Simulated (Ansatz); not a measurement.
# AgGeF3 (model cell, started as cubic perovskite with Ge in the octahedra): following an unstable mode, part 2 of 3

Aim: this structure of AgGeF3 (model cell, started as cubic perovskite with Ge in the octahedra) is to be tested for unstable modes, and one is followed downhill.

Ansatz 0.2.0; DFT PBEsol, scalar-relativistic, plane waves, PAW; PAW set soft_1.

So far, highest frequency on the path or at a solved wavevector (cm⁻¹): step 2 (response at finite wavevector) 344. Also lowest frequency on the path (cm⁻¹): step 2 -190.

The structure was built from a prototype and need not be the compound's stable phase.

### Step 4. The mode frozen in, largest atomic shift 0.22 Å

The atoms are moved along the unstable eigenvector, the largest shift by 0.22 Å, with the cell fixed.

The input, input.yaml:

```yaml
crystal:
  lattice:
    - [4.2639971677, 0.0, 0.0]
    - [0.0, 4.2639971677, 0.0]
    - [0.0, 0.0, 8.5279943354]
  atoms:
    - { symbol: Ag, position: [0.0, 0.0, 0.0] }
    - { symbol: Ag, position: [0.0, 0.0, 0.5] }
    - { symbol: Ge, position: [0.5, 0.5044081437, 0.25] }
    - { symbol: Ge, position: [0.5, 0.4955918563, 0.75] }
    - { symbol: F, position: [0.5, 0.5, 0.0] }
    - { symbol: F, position: [0.5, 0.5, 0.5] }
    - { symbol: F, position: [0.5, -0.051594781, 0.25] }
    - { symbol: F, position: [0.5, 0.051594781, 0.75] }
    - { symbol: F, position: [0.0, 0.5181187348, 0.25] }
    - { symbol: F, position: [0.0, 0.4818812652, 0.75] }
kpoints:
  mp_grid: { grid: [8, 8, 4] }
hamiltonian:
  xc: pbesol
  pseudopotentials: { kind: paw, azcp: { folder: soft_1 }, xc_functional: pbe }
scf:
  occupations: { method: methfessel_paxton, width: 0.2 }
output:
  forces: true
  stress: true
  eigenvalues: true
```

Command:

```
$ ansatz run input.yaml --threads 4 --pin off --max-ram 16384MiB --backend cpu --events-out ev --progress --plain --runs-dir out
```

Numbers of over 12 decimals in the logs are rounded to 6 here.

The program printed:

```text
[...]
Crystal: 10 atoms, lattice volume = 155.053 Å³
Basis set: ecut = 420 eV, 3013 PW (Γ), exchange–correlation on 60×60×120 points (8 copies of the dense FFT grid, shifted against one another)
Bands: 65, of which v1, the nominal top of the filled ones, is band 54 counted from 1 (53 counted from 0)
Symmetry: 8 space group operations
[...]
k-points: 75 of 256
[...]
k-point 0: bands = [... 50 lower, 3.8346, 3.9039, 3.9774, 5.6035, 6.9213, 8.0610, 11.4883, 12.4631, ... 7 higher]
  k-point 1: bands = [... 50 lower, 3.7899, 3.8628, 3.9297, 5.1433, 7.0878, 7.9341, 11.5526, 13.1920, ... 7 higher]
  k-point 2: bands = [... 50 lower, 3.8062, 3.8062, 4.1787, 4.1787, 7.5105, 7.5105, 12.2435, 12.2435, ... 7 higher]
  k-point 74: bands = [... 50 lower, 3.8054, 3.8054, 7.4524, 7.4524, 8.6596, 8.6596, 10.4151, 10.4151, ... 7 higher]
[key lines of the parts left out:]
SCF converged after 9 iterations
Free energy (F): -28351.305885 eV
Fermi energy:    7.443441 eV
P = ⅓ Tr σ = 1.0379 GPa (10.379 kbar)
```

Elapsed: 11 s, on 4 threads of Arm Neoverse V2, shared host; peak memory 0.81 GiB.

This step gave:

- pressure: 1.038 GPa
- energy from the undistorted cell: -6.001 meV/atom

The energy, extrapolated to zero smearing, is -6.00 meV/atom against the undistorted cell.

The run ends at a pressure of 1.04 GPa, with forces up to 0.41 eV/Å.

### Step 5. Energy along the mode, all amplitudes (two of the runs are shown above)

An imaginary frequency means negative curvature, so the energy should fall and then rise again as anharmonic terms take over.

Numbers from this step:

```
depth at the lowest point sampled  : 6.001 meV/atom
largest atomic shift at that point : 0.22 Å
```

The energy from the parent by largest atomic shift:

```csv
largest atomic shift (Å),energy from the parent (meV/atom)
0.000,0
0.040,-0.435
0.080,-1.64
0.140,-4.21
0.220,-6.00
0.320,4.95
```

Displacement at unit largest shift by atom:

| atom | x (Å) | y (Å) | z (Å) | size |
| --- | --- | --- | --- | --- |
| Ag1 | 0.00 | 0.00 | 0.00 | 0.00 |
| Ag2 | 0.00 | 0.00 | 0.00 | 0.00 |
| Ge3 | 0.00 | 0.09 | 0.00 | 0.09 |
| Ge4 | 0.00 | -0.09 | 0.00 | 0.09 |
| F5 | 0.00 | 0.00 | 0.00 | 0.00 |
| F6 | 0.00 | 0.00 | 0.00 | 0.00 |
| F7 | 0.00 | -1.00 | 0.00 | 1.00 |
| F8 | 0.00 | 1.00 | 0.00 | 1.00 |
| F9 | 0.00 | 0.35 | 0.00 | 0.35 |
| F10 | 0.00 | -0.35 | 0.00 | 0.35 |

The lowest of the steps tried is at 0.22 Å, 6.00 meV/atom below the parent; the bottom of the well need not coincide with a step.

### Step 6. Relaxing from the distorted cell

Starting from the lowest point found, all atoms and the cell are let go, so that strain and other modes of the same symmetry can join in.

Edit input.yaml of step 4 so:

```diff
@@ -27 +27,6 @@
   eigenvalues: true
+relax:
+  adjacent_minimum: "off"
+  f_tol: 0.002
+  max_steps: 120
+  cell: { stress_tol: 0.03 }
```

The program printed:

```text
[...]
Crystal: 10 atoms, lattice volume = 155.053 Å³
Basis set: ecut = 420 eV, 3013 PW (Γ), exchange–correlation on 60×60×120 points (8 copies of the dense FFT grid, shifted against one another)
Bands: 65, of which v1, the nominal top of the filled ones, is band 54 counted from 1 (53 counted from 0)
Symmetry: 8 space group operations
[...]
k-points: 75 of 256
[...]
SCF iter   1: F=—  HF=-28368.106037 eV  |F-HF|=—  |Δ(HF+E_count)|=         —  Δρ=2.12e-1  dr2=6.77e1  ethr=3.10e-3  ⟨swp⟩=5.6  Hψ=16526  notcnv=0  defer=5
[...]
SCF iter   9: F=-28351.305885 eV  HF=-28351.305885 eV  |F-HF|=8.01e-8  |Δ(HF+E_count)|=   1.40e-6  S|Δr|=    0.00e0  Δρ=8.05e-6  dr2=5.95e-8  ethr=9.26e-11  ⟨swp⟩=9.9  Hψ=26813  notcnv=0
SCF 1 converged in 9 iterations: F = -28351.305885 eV  dr2 = 5.95e-8
[...]
relax step   1: F+E_penalty+E_count = -28351.30588548 eV  Δ(F+E_penalty+E_count) = +0.000e0 eV  max|allowed force component| = 4.146e-1 eV/Å  Δτ_max = 0.0000 Å  P = +1.038 GPa  Ω = 155.053 Å³  (9 SCF iters, dr2 threshold 1.00e-7 eV, accepted)
Crystal: 10 atoms, lattice volume = 157.298 Å³
Basis set: ecut = 420 eV, 3049 PW (Γ), exchange–correlation on 60×60×120 points (8 copies of the dense FFT grid, shifted against one another)
[...]
SCF iter   7: F=-28351.359210 eV  HF=-28351.359211 eV  |F-HF|=2.79e-8  |Δ(HF+E_count)|=   8.34e-7  S|Δr|=    0.00e0  Δρ=6.82e-6  dr2=3.77e-8  ethr=9.26e-10  ⟨swp⟩=7.4  Hψ=19392  notcnv=0
SCF 2 converged in 7 iterations: F = -28351.359210 eV  dr2 = 3.77e-8
[...]
relax step   2: F+E_penalty+E_count = -28351.35921049 eV  Δ(F+E_penalty+E_count) = -5.333e-2 eV  max|allowed force component| = 1.936e-1 eV/Å  Δτ_max = 0.0708 Å  P = -0.015 GPa  Ω = 157.298 Å³  energy of the carried Pulay correction = -4.412e-3 eV  (7 SCF iters, dr2 threshold 1.00e-6 eV, accepted)
Crystal: 10 atoms, lattice volume = 158.074 Å³
Basis set: ecut = 420 eV, 3101 PW (Γ), exchange–correlation on 60×60×120 points (8 copies of the dense FFT grid, shifted against one another)
[...]
SCF iter   7: F=-28351.448112 eV  HF=-28351.448113 eV  |F-HF|=3.44e-7  |Δ(HF+E_count)|=   1.31e-5  S|Δr|=    0.00e0  Δρ=2.29e-5  dr2=3.37e-7  ethr=9.26e-10  ⟨swp⟩=7.5  Hψ=23070  notcnv=0
SCF 3 converged in 7 iterations: F = -28351.448112 eV  dr2 = 3.37e-7
relax step   3: F+E_penalty+E_count = -28351.44811234 eV  Δ(F+E_penalty+E_count) = -8.890e-2 eV  max|allowed force component| = 3.190e-1 eV/Å  Δτ_max = 0.1954 Å  P = -1.221 GPa  Ω = 158.074 Å³  energy of the carried Pulay correction = -5.923e-3 eV  (7 SCF iters, dr2 threshold 1.00e-6 eV, accepted)
[... from here on, the SCF cycles and remarks between the steps are left out ...]
relax step   4: F+E_penalty+E_count = -28351.48518983 eV  Δ(F+E_penalty+E_count) = -3.708e-2 eV  max|allowed force component| = 4.186e-1 eV/Å  Δτ_max = 0.1287 Å  P = -1.332 GPa  Ω = 156.734 Å³  energy of the carried Pulay correction = -3.310e-3 eV  (7 SCF iters, dr2 threshold 1.00e-6 eV, accepted)
relax step   5: F+E_penalty+E_count = -28351.51548039 eV  Δ(F+E_penalty+E_count) = -3.029e-2 eV  max|allowed force component| = 1.312e-1 eV/Å  Δτ_max = 0.1070 Å  P = +0.567 GPa  Ω = 154.278 Å³  energy of the carried Pulay correction = +1.539e-3 eV  (10 SCF iters, dr2 threshold 1.00e-6 eV, accepted)
relax step   6: F+E_penalty+E_count = -28351.52416527 eV  Δ(F+E_penalty+E_count) = -8.685e-3 eV  max|allowed force component| = 5.654e-2 eV/Å  Δτ_max = 0.0101 Å  P = +0.205 GPa  Ω = 154.886 Å³  energy of the carried Pulay correction = +3.305e-4 eV  (7 SCF iters, dr2 threshold 1.00e-6 eV, accepted)
relax step   7: F+E_penalty+E_count = -28351.53267962 eV  Δ(F+E_penalty+E_count) = -8.514e-3 eV  max|allowed force component| = 6.228e-2 eV/Å  Δτ_max = 0.0854 Å  P = +0.019 GPa  Ω = 155.662 Å³  energy of the carried Pulay correction = -1.203e-3 eV  (9 SCF iters, dr2 threshold 5.82e-7 eV, accepted)
relax step   8: F+E_penalty+E_count = -28351.54419128 eV  Δ(F+E_penalty+E_count) = -1.151e-2 eV  max|allowed force component| = 1.164e-1 eV/Å  Δτ_max = 0.1068 Å  P = +0.056 GPa  Ω = 156.391 Å³  energy of the carried Pulay correction = -2.638e-3 eV  (10 SCF iters, dr2 threshold 2.42e-7 eV, accepted)
relax step   9: F+E_penalty+E_count = -28351.55547127 eV  Δ(F+E_penalty+E_count) = -1.128e-2 eV  max|allowed force component| = 1.487e-1 eV/Å  Δτ_max = 0.1951 Å  P = -0.327 GPa  Ω = 158.869 Å³  energy of the carried Pulay correction = -7.463e-3 eV  (10 SCF iters, dr2 threshold 8.47e-7 eV, accepted)
relax step  10: F+E_penalty+E_count = -28351.55908381 eV  Δ(F+E_penalty+E_count) = -3.613e-3 eV  max|allowed force component| = 9.921e-2 eV/Å  Δτ_max = 0.0870 Å  P = -0.303 GPa  Ω = 159.687 Å³  energy of the carried Pulay correction = -9.039e-3 eV  (9 SCF iters, dr2 threshold 1.00e-6 eV, accepted)
relax step  11: F+E_penalty+E_count = -28351.56225775 eV  Δ(F+E_penalty+E_count) = -3.174e-3 eV  max|allowed force component| = 2.706e-2 eV/Å  Δτ_max = 0.0232 Å  P = +0.062 GPa  Ω = 159.374 Å³  energy of the carried Pulay correction = -8.436e-3 eV  (7 SCF iters, dr2 threshold 9.60e-7 eV, accepted)
relax step  12: F+E_penalty+E_count = -28351.56273088 eV  Δ(F+E_penalty+E_count) = -4.731e-4 eV  max|allowed force component| = 4.322e-3 eV/Å  Δτ_max = 0.0235 Å  P = +0.040 GPa  Ω = 159.389 Å³  energy of the carried Pulay correction = -8.466e-3 eV  (8 SCF iters, dr2 threshold 7.35e-8 eV, accepted)
relax step  13: F+E_penalty+E_count = -28351.56225997 eV  Δ(F+E_penalty+E_count) = +4.709e-4 eV  max|allowed force component| = 6.439e-3 eV/Å  Δτ_max = 0.0017 Å  P = -0.059 GPa  Ω = 159.630 Å³  energy of the carried Pulay correction = -8.929e-3 eV  (7 SCF iters, dr2 threshold 1.02e-8 eV, rejected (line search))
relax step  14: F+E_penalty+E_count = -28351.56260797 eV  Δ(F+E_penalty+E_count) = +1.229e-4 eV  max|allowed force component| = 8.121e-4 eV/Å  Δτ_max = 0.0020 Å  P = +0.005 GPa  Ω = 159.463 Å³  energy of the carried Pulay correction = -8.608e-3 eV  (10 SCF iters, accepted)
relax step  15: F+E_penalty+E_count = -28351.57846538 eV  Δ(F+E_penalty+E_count) = -1.586e-2 eV  max|allowed force component| = 4.084e-3 eV/Å  Δτ_max = 0.0000 Å  P = +0.182 GPa  Ω = 159.463 Å³  stress off target by 4.30e-1 GPa  SCF on the basis re-selected at this cell (its energy is not comparable with the rows above)  (10 SCF iters)
relax step  16: F+E_penalty+E_count = -28351.57832536 eV  Δ(F+E_penalty+E_count) = +1.400e-4 eV  max|allowed force component| = 6.206e-3 eV/Å  Δτ_max = 0.0061 Å  P = +0.029 GPa  Ω = 160.195 Å³  energy of the carried Pulay correction = -1.413e-3 eV  (6 SCF iters, dr2 threshold 4.63e-7 eV, accepted)
relax step  17: F+E_penalty+E_count = -28351.57805292 eV  Δ(F+E_penalty+E_count) = +2.724e-4 eV  max|allowed force component| = 4.788e-4 eV/Å  Δτ_max = 0.0016 Å  P = -0.008 GPa  Ω = 160.353 Å³  energy of the carried Pulay correction = -1.727e-3 eV  (7 SCF iters, dr2 threshold 1.76e-8 eV, accepted)
[...]
SCF iter   8: F=-28351.579848 eV  HF=-28351.579848 eV  |F-HF|=1.09e-11  |Δ(HF+E_count)|=  1.46e-11  S|Δr|=    0.00e0  Δρ=5.73e-8  dr2=7.20e-12  ethr=1.00e-12  ⟨swp⟩=3.9  Hψ=13885  notcnv=0
SCF 18 converged in 8 iterations: F = -28351.579848 eV  dr2 = 7.20e-12
relax step  18: F+E_penalty+E_count = -28351.57984816 eV  Δ(F+E_penalty+E_count) = -1.795e-3 eV  max|allowed force component| = 7.599e-4 eV/Å  Δτ_max = 0.0000 Å  P = -0.002 GPa  Ω = 160.353 Å³  stress off target by 1.68e-2 GPa  SCF on the basis re-selected at this cell (its energy is not comparable with the rows above)  (8 SCF iters)
[...]
SCF converged after 8 iterations
[...]
Free energy (F): -28351.579848 eV
[...]
Internal energy: -28351.581855 eV  (E = F + TS)
E sigma→0 (E₀):  -28351.580350 eV
Entropy (-TS):   0.002007 eV (0.201 meV/atom)
Fermi energy:    7.083320 eV
Step filling:    the computed levels leave a gap of 0.0268 eV = 0.1 smearing widths at the electron count; against every level under it full and every level over it empty, smearing changes F+E_penalty+E_count by +0.572 meV and its σ→0 estimate by +0.070 meV
[...]
--- Forces (eV/Å), atoms counted from 1 ---
  atom   1  Ag     0.00000000     0.00000000    -0.00000000
  atom   2  Ag     0.00000000    -0.00000000     0.00000000
  atom   3  Ge     0.00000000    -0.00075991     0.00000000
  atom   4  Ge     0.00000000     0.00075991     0.00000000
  atom   5  F      0.00000000    -0.00000000     0.00000000
  atom   6  F      0.00000000     0.00000000    -0.00000000
  atom   7  F      0.00000000     0.00075279     0.00000000
  atom   8  F      0.00000000    -0.00075279     0.00000000
  atom   9  F      0.00000000    -0.00010622     0.00000000
  atom  10  F      0.00000000     0.00010622     0.00000000
  max |Σ_I F_I| component: 2.60e-29 eV/Å
--- Stress (GPa, compression-positive) ---
       -0.004428       0.000000       0.000000
        0.000000       0.015197       0.000000
        0.000000       0.000000      -0.016824
  P = ⅓ Tr σ = -0.0020 GPa (-0.020 kbar)
--- Band table (eV; the first three rows and the last of 75) ---
  k-point 0: bands = [... 50 lower, 3.7077, 3.7512, 3.9819, 5.4083, 7.0854, 8.1358, 11.3617, 11.8153, ... 7 higher]
  k-point 1: bands = [... 50 lower, 3.6554, 3.7404, 3.9184, 4.9323, 7.2595, 8.0704, 11.2692, 11.9253, ... 7 higher]
  k-point 2: bands = [... 50 lower, 3.7791, 3.7791, 3.9814, 3.9814, 7.6898, 7.6898, 11.7742, 11.7742, ... 7 higher]
  k-point 74: bands = [... 50 lower, 3.8317, 3.8317, 5.9167, 5.9167, 8.6651, 8.6651, 9.5700, 9.5700, ... 7 higher]
--- Relaxed structure (16 steps of the walk, 15 accepted, 2 SCFs on fresh bases) ---
  F+E_penalty+E_count = -28351.57984816 eV   max|allowed force component| = 7.599e-4 eV/Å   (the final SCF, on the basis selected at the relaxed cell)
  cell:  # Å, volume = 160.3530 Å³
    - [4.252094, 0.0, 0.0]
    - [0.0, 4.483558, 0.0]
    - [0.0, 0.0, 8.411075]
  atoms:
    - { symbol: Ag, position: [0, 2.440982122292334e-19, 0] }
    - { symbol: Ag, position: [0, 2.440982122292334e-19, 0.5] }
    - { symbol: Ge, position: [0.5, 0.560746, 0.25] }
    - { symbol: Ge, position: [0.5, 0.439254, 0.750000] }
    - { symbol: F, position: [0.5, 0.5, 0] }
    - { symbol: F, position: [0.5, 0.5, 0.5] }
    - { symbol: F, position: [0.5, -0.012110, 0.25] }
    - { symbol: F, position: [0.5, 0.012110, 0.750000] }
    - { symbol: F, position: [0, 0.695745, 0.25] }
    - { symbol: F, position: [0, 0.304255, 0.750000] }
```

The job ended after 3.2 min (4 threads; peak memory 0.84 GiB).

Step by step:

```
step  energy less that of the first step (eV)  largest force component (eV/Å)  pressure (GPa)  volume (Å³)
   1                                   0.0000                          0.4146            1.04       155.05
   2                                  -0.0533                          0.1936           -0.02       157.30
   3                                  -0.1422                          0.3190           -1.22       158.07
   4                                  -0.1793                          0.4186           -1.33       156.73
   5                                  -0.2096                          0.1312            0.57       154.28
   6                                  -0.2183                          0.0565            0.21       154.89
   7                                  -0.2268                          0.0623            0.02       155.66
   8                                  -0.2383                          0.1164            0.06       156.39
   9                                  -0.2496                          0.1487           -0.33       158.87
  10                                  -0.2532                          0.0992           -0.30       159.69
  11                                  -0.2564                          0.0271            0.06       159.37
  12                                  -0.2568                          0.0043            0.04       159.39
  13                                  -0.2564                          0.0064           -0.06       159.63
  14                                  -0.2567                          0.0008            0.01       159.46
 15*                                  -0.2726                          0.0041            0.18       159.46
  16                                  -0.2724                          0.0062            0.03       160.19
  17                                  -0.2722                          0.0005           -0.01       160.35
 18*                                  -0.2740                          0.0008            0.00       160.35
```

Relaxation steps marked * repeat the geometry before them on a plane-wave basis chosen anew for their cell, so energy and pressure can jump there. Relaxation step 13 was tried and not accepted.

Forces are held to the 8 operations that the run works with; a distortion that breaks them can't arise in this run.

| cell as run | before | after | change |
| --- | --- | --- | --- |
| a (Å) | 4.264 | 4.252 | -0.3 % |
| b (Å) | 4.264 | 4.484 | +5.1 % |
| c (Å) | 8.528 | 8.411 | -1.4 % |
| volume (Å³/atom) | 15.51 | 16.04 | +3.4 % |

The atoms that moved most (Å, as changes of fractional coordinates times the final cell):

```
atom     dx      dy     dz  length
 F10  0.000  -0.796  0.000   0.796
  F9  0.000   0.796  0.000   0.796
 Ge4  0.000  -0.253  0.000   0.253
 Ge3  0.000   0.253  0.000   0.253
  F7  0.000   0.177  0.000   0.177
  F8  0.000  -0.177  0.000   0.177
```

This step gave:

```
pressure          : -0.002018 GPa
volume per atom   : 16.04 Å³
gap on the k-mesh : 0.02678 eV
```

The distorted start has space group Pmma; the relaxation ends in Pmma.

### Step 7. The new phase in its own primitive cell

The relaxed structure is symmetrised, reduced to its primitive cell and relaxed tightly, as its phonons need.

input.yaml, the sections that differ from step 6:

```yaml
crystal:
  lattice:
    - [8.411074798, 0.0, 0.0]
    - [0.0, 4.2520943359, 0.0]
    - [0.0, 0.0, 4.4835581175]
  atoms:
    - { symbol: Ag, position: [0.0, 0.0, 0.0] }
    - { symbol: Ag, position: [0.5, 0.0, 0.0] }
    - { symbol: Ge, position: [0.25, 0.5, 0.5607461923] }
    - { symbol: Ge, position: [0.75, 0.5, 0.4392538077] }
    - { symbol: F, position: [0.0, 0.5, 0.5] }
    - { symbol: F, position: [0.5, 0.5, 0.5] }
    - { symbol: F, position: [0.25, 0.5, 0.9878901839] }
    - { symbol: F, position: [0.75, 0.5, 0.0121098161] }
    - { symbol: F, position: [0.25, 0.0, 0.6957446344] }
    - { symbol: F, position: [0.75, 0.0, 0.3042553656] }
kpoints:
  mp_grid: { grid: [4, 8, 8] }
relax:
  adjacent_minimum: "off"
  f_tol: 0.001
  max_steps: 60
  cell: { stress_tol: 0.01 }
# hamiltonian, scf, output: as in step 6
```

The program printed:

```text
[...]
Crystal: 10 atoms, lattice volume = 160.353 Å³
Basis set: ecut = 420 eV, 3133 PW (Γ), exchange–correlation on 120×60×60 points (8 copies of the dense FFT grid, shifted against one another)
Bands: 65, of which v1, the nominal top of the filled ones, is band 54 counted from 1 (53 counted from 0)
Symmetry: 8 space group operations
[...]
k-points: 75 of 256
[...]
atoms:
    - { symbol: Ag, position: [0, 0, 0] }
    - { symbol: Ag, position: [0.5, 0, 0] }
    - { symbol: Ge, position: [0.25, 0.5, 0.560772] }
    - { symbol: Ge, position: [0.750000, 0.5, 0.439228] }
    - { symbol: F, position: [0, 0.5, 0.5] }
    - { symbol: F, position: [0.5, 0.5, 0.5] }
    - { symbol: F, position: [0.25, 0.5, 0.987840] }
    - { symbol: F, position: [0.750000, 0.5, 0.012160] }
    - { symbol: F, position: [0.25, 0, 0.695750] }
    - { symbol: F, position: [0.750000, 0, 0.304250] }
[key lines of the parts left out:]
SCF converged after 6 iterations
Free energy (F): -28351.579863 eV
Fermi energy:    7.083797 eV
P = ⅓ Tr σ = 0.0021 GPa (0.021 kbar)
```

Wall time 42 s (4 threads); peak memory 0.85 GiB; 2.8 min of CPU time.

Little changed from the start: no atom moved by 0.005 Å and no cell edge by 0.1 %.

Numbers from this step:

```
pressure           : 0.002137 GPa
gap on the k-mesh  : 0.02701 eV
direct gap on mesh : 1.017 eV
```

The largest force component left is 0.54 meV/Å and the pressure is 0.002 GPa, within the tolerances set. The cell now holds 16.04 Å³/atom.

[end of part 2 of 3]

[Logs are printed without paths, hosts, clocks, repeated set-up lines and the standing remarks that a program may print on its own settings, such as how far it seeks lower states.]

[Hosts, paths, dates, database ids (printed as entryN), source tags and the programs' standing remarks are cut or masked in the printed files.]
